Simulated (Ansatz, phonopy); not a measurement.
# Ir (Iridium, Fm-3m): a volume series of phonon spectra, part 2 of 2

Which modes of Iridium drive its thermal expansion?

Ansatz 0.2.0; DFT PBEsol, scalar-relativistic, plane waves, PAW; PAW set soft_1.

So far. Step 11 (Phonons, V/V0 1.03): No mode is imaginary beyond numerical noise at the solved wavevectors. Step 12 (Single point at a scaled cell, V/V0 0.97): The run ends at a pressure of 12.77 GPa.

The database entry behind the starting cell differs from later determinations by our own check (0.1 to 0.3 % short, probably kX units), so it need not match the best structure at ambient conditions.

## (13) Lattice dynamics at this volume, V/V0 0.97

File input.yaml:

```yaml
crystal:
  lattice:
    - [0.0, 1.8954199674, 1.8954199674]
    - [1.8954199674, 0.0, 1.8954199674]
    - [1.8954199674, 1.8954199674, 0.0]
  atoms:
    - { symbol: Ir, position: [0.0, 0.0, 0.0] }
kpoints:
  mp_grid: { grid: [20, 20, 20] }
hamiltonian:
  xc: pbesol
  pseudopotentials: { kind: paw, azcp: { folder: soft_1 }, xc_functional: pbe }
scf:
  occupations: { method: methfessel_paxton, width: 0.2 }
  lower_state_search: "off"
output:
  eigenvalues: true
phonons:
  method: dfpt
  qmesh: [4, 4, 4]
  temperatures: { t_max: 1000, t_step: 50 }
  qpath:
    path:
      - [[0.0, 0.0, 0.0], [0.5, 0.0, 0.5], [0.625, 0.25, 0.625]]
      - [[0.375, 0.375, 0.75], [0.0, 0.0, 0.0], [0.5, 0.5, 0.5], [0.5, 0.25, 0.75], [0.5, 0.0, 0.5]]
    npoints: 10
```

Run with:

```
ansatz run input.yaml --threads 8 --pin off --max-ram 16384MiB --backend cpu --events-out ev --progress --plain --runs-dir out
```

Wall time 69 s (8 threads of Arm Neoverse V2, shared host); peak memory 3.5 GiB.

No mode is imaginary beyond numerical noise at the solved wavevectors.

## (14) A cell at another volume, V/V0 1.05

The cell differs from the one that the last finished run ended in (a 2.681 → 2.752 Å, b 2.681 → 2.752 Å, c 2.681 → 2.752 Å).

input.yaml, the sections that differ from step 13:

```yaml
crystal:
  lattice:
    - [0.0, 1.9461574497, 1.9461574497]
    - [1.9461574497, 0.0, 1.9461574497]
    - [1.9461574497, 1.9461574497, 0.0]
  atoms:
    - { symbol: Ir, position: [0.0, 0.0, 0.0] }
output:
  forces: true
  stress: true
  eigenvalues: true
# kpoints, hamiltonian, scf: as in step 13
# phonons: removed
```

Run time: 0.54 s. Hardware: 8 threads; peak memory 0.32 GiB.

The run ends at a pressure of -16.75 GPa.

## (15) Phonons, V/V0 1.05

input.yaml, the sections that differ from step 14:

```yaml
output:
  eigenvalues: true
phonons:
  method: dfpt
  qmesh: [4, 4, 4]
  temperatures: { t_max: 1000, t_step: 50 }
  qpath:
    path:
      - [[0.0, 0.0, 0.0], [0.5, 0.0, 0.5], [0.625, 0.25, 0.625]]
      - [[0.375, 0.375, 0.75], [0.0, 0.0, 0.0], [0.5, 0.5, 0.5], [0.5, 0.25, 0.75], [0.5, 0.0, 0.5]]
    npoints: 10
# crystal, kpoints, hamiltonian, scf: as in step 14
```

It took 75 s on 8 threads; peak memory 3.7 GiB.

No mode is imaginary beyond numerical noise at the solved wavevectors.

## (16) Mode Grüneisen parameters

This step: DFT PBEsol, scalar-relativistic, plane waves, PAW; PAW set soft_1 (phonopy 4.10.0).

This step gave:

- share of modes with a negative Grüneisen parameter: 0

Mean Grüneisen, by row:

```tsv
T (K)	heat-capacity-weighted mean	root mean square
50	2.316	2.339
100	2.406	2.429
200	2.435	2.457
300	2.44	2.463
500	2.443	2.466
800	2.444	2.467
```

Mean mode Grueneisen parameter against wavenumber:

```tsv
wavenumber (cm⁻¹)	mean mode Grueneisen parameter
3.4	-
10.2	-
17.0	1.82
23.8	2.31
30.6	1.51
37.4	2.08
44.2	1.91
51.0	1.94
57.8	2.04
64.6	1.97
71.3	2.09
78.1	1.91
84.9	2.12
91.7	1.98
98.5	2.05
105.3	2.16
112.1	2.06
118.9	2.09
125.7	2.17
132.5	2.22
139.3	2.3
146.1	2.42
152.9	2.55
159.7	2.63
166.5	2.71
173.3	2.62
180.1	2.78
186.9	2.74
193.7	2.72
200.5	2.79
```

Volume series, by row:

```tsv
V/V0	V (Å³/atom)	pressure (GPa)	E - E0 (meV/atom)	gap (eV)	zero-point energy (meV/atom)	lowest on the path (cm⁻¹)	highest at Gamma without the LO-TO term (cm⁻¹)
0.97	13.62	12.77	16.35	0	30.08	0	-
0.985	13.83	6.098	3.984	0	29	0	-
1	14.04	0	0	0	27.94	0	-
1.015	14.25	-5.57	3.694	0	26.9	0	-
1.03	14.46	-10.65	14.38	0	25.89	0	-
1.05	14.74	-16.75	38.47	0	24.56	0	-
```

Grüneisen at points, by row:

```tsv
point	branch	frequency (cm⁻¹)	mode Grüneisen parameter
X	1	148.3	2.52
X	3	197.9	2.92
U	1	146.2	2.25
U	2	170.4	2.8
U	3	179.4	2.99
K	1	146.2	2.25
K	2	170.4	2.8
K	3	179.4	2.99
L	1	117.9	1.95
L	3	203.8	2.93
W	1	166.3	2.36
W	2	168.8	2.93
```

## (17) Quasi-harmonic fit by phonopy

This step gave:

| Property | Result |
| --- | --- |
| volume expansion coefficient at 300 K | 18.49 1e-6/K |
| isothermal bulk modulus at 300 K | 374.8 GPa |
| C_P at 300 K | 24.23 J/mol-atom/K |
| Grüneisen parameter at 300 K | 2.469 |

The energy (each curve on its own zero) by volume; values in meV/atom:

```tsv
volume (Å³/atom)	static	F at 0 K	F at 300 K	F at 1300 K
13.619	16.4	19.0	24.0	47.9
13.830	3.98	5.59	8.67	23.5
14.040	0	0.54	1.73	7.23
14.251	3.69	3.2	2.42	-1.53
14.461	14.4	12.9	10.1	-3.51
14.742	38.5	35.6	30.0	3.3
```

Phonopy-qha, vinet fit of F(V) at each temperature; no electronic free energy. Qha vinet, by row:

```tsv
T (K)	fitted volume (Å³/atom)	alpha_V (1e-6/K)	B_T (GPa)	C_P (J/mol-atom/K)	Grueneisen
100	14.08	12.56	383.6	17.12	2.381
150	14.09	15.77	381.5	21.14	2.432
200	14.1	17.21	379.3	22.84	2.451
250	14.11	17.99	377.1	23.71	2.461
300	14.12	18.49	374.8	24.23	2.469
350	14.14	18.85	372.6	24.57	2.475
400	14.15	19.14	370.2	24.82	2.481
450	14.16	19.39	367.9	25.01	2.487
500	14.18	19.61	365.6	25.17	2.493
550	14.19	19.82	363.2	25.3	2.498
600	14.21	20.01	360.9	25.43	2.504
650	14.22	20.21	358.5	25.54	2.51
700	14.24	20.4	356.1	25.64	2.515
750	14.25	20.58	353.6	25.74	2.521
800	14.27	20.77	351.2	25.84	2.527
850	14.28	20.96	348.7	25.94	2.533
900	14.29	21.15	346.3	26.03	2.539
950	14.31	21.34	343.8	26.12	2.545
1000	14.33	21.54	341.3	26.22	2.552
1050	14.34	21.74	338.8	26.31	2.558
1100	14.36	21.94	336.2	26.41	2.564
1150	14.37	22.14	333.6	26.5	2.571
1200	14.39	22.35	331.1	26.6	2.577
1250	14.4	22.57	328.5	26.7	2.584
```

The volume expansion coefficient, phonopy-qha, Vinet by temperature:

```tsv
temperature (K)	volume expansion coefficient, phonopy-qha, Vinet (1e-6/K)
75	9.42
125	14.5
200	17.2
250	18.0
300	18.5
350	18.9
425	19.3
475	19.5
525	19.7
600	20.0
650	20.2
700	20.4
750	20.6
825	20.9
875	21.1
925	21.2
1000	21.5
1050	21.7
1100	21.9
1150	22.1
1225	22.5
1275	22.7
```

The fit gives a volume expansion of 18.5 × 10⁻⁶/K at 300 K.

## (18) Outcome

```json
{
  "volume expansion coefficient at 300 K": "18.49 1e-6/K",
  "isothermal bulk modulus at 300 K": "374.8 GPa",
  "C_P at 300 K": "24.23 J/mol-atom/K",
  "Grüneisen parameter at 300 K": "2.469",
  "mean mode Grüneisen parameter at 300 K": "2.44"
}
```

In words: Near room temperature Iridium expands by 18.5 × 10⁻⁶/K in volume by PBEsol, with C_P = 24.2 J/(mol K) per mole of atoms and B_T = 375 GPa. The q-mesh is coarse, and the expansion can converge slowly with it. C_P at room temperature is 97 % of the classical 3R an atom. The fit leaves out the electrons' free energy, which adds to C_P and to the expansion of a metal at high temperature. The heat-capacity-weighted Grüneisen parameter goes from 2.32 at 50 K to 2.44 at 800 K. Weighting γ by the density of states and each mode's heat capacity at 300 K, modes below 70 cm⁻¹ give about 2 % of the sum of γC that drives the expansion, those up to 140 cm⁻¹ 31 % and the rest 67 %. Among the labelled points γ is largest for branch 3 at U (179 cm⁻¹, 3.0) and smallest for branch 1 at L (118 cm⁻¹, 1.9). The PAW files were made for PBE and are used here under another functional, for which the program regenerates the frozen cores.

[Logs are printed without paths, hosts, clocks, repeated set-up lines and the standing remarks that a program may print on its own settings, such as how far it seeks lower states.]

[Hosts, paths, dates, database ids (printed as entryN), source tags and the programs' standing remarks are cut or masked in the printed files.]

[A step with changed settings may run another functional than the one named; its input shows which.]

[Of the runs on displaced cells, only some may be shown.]
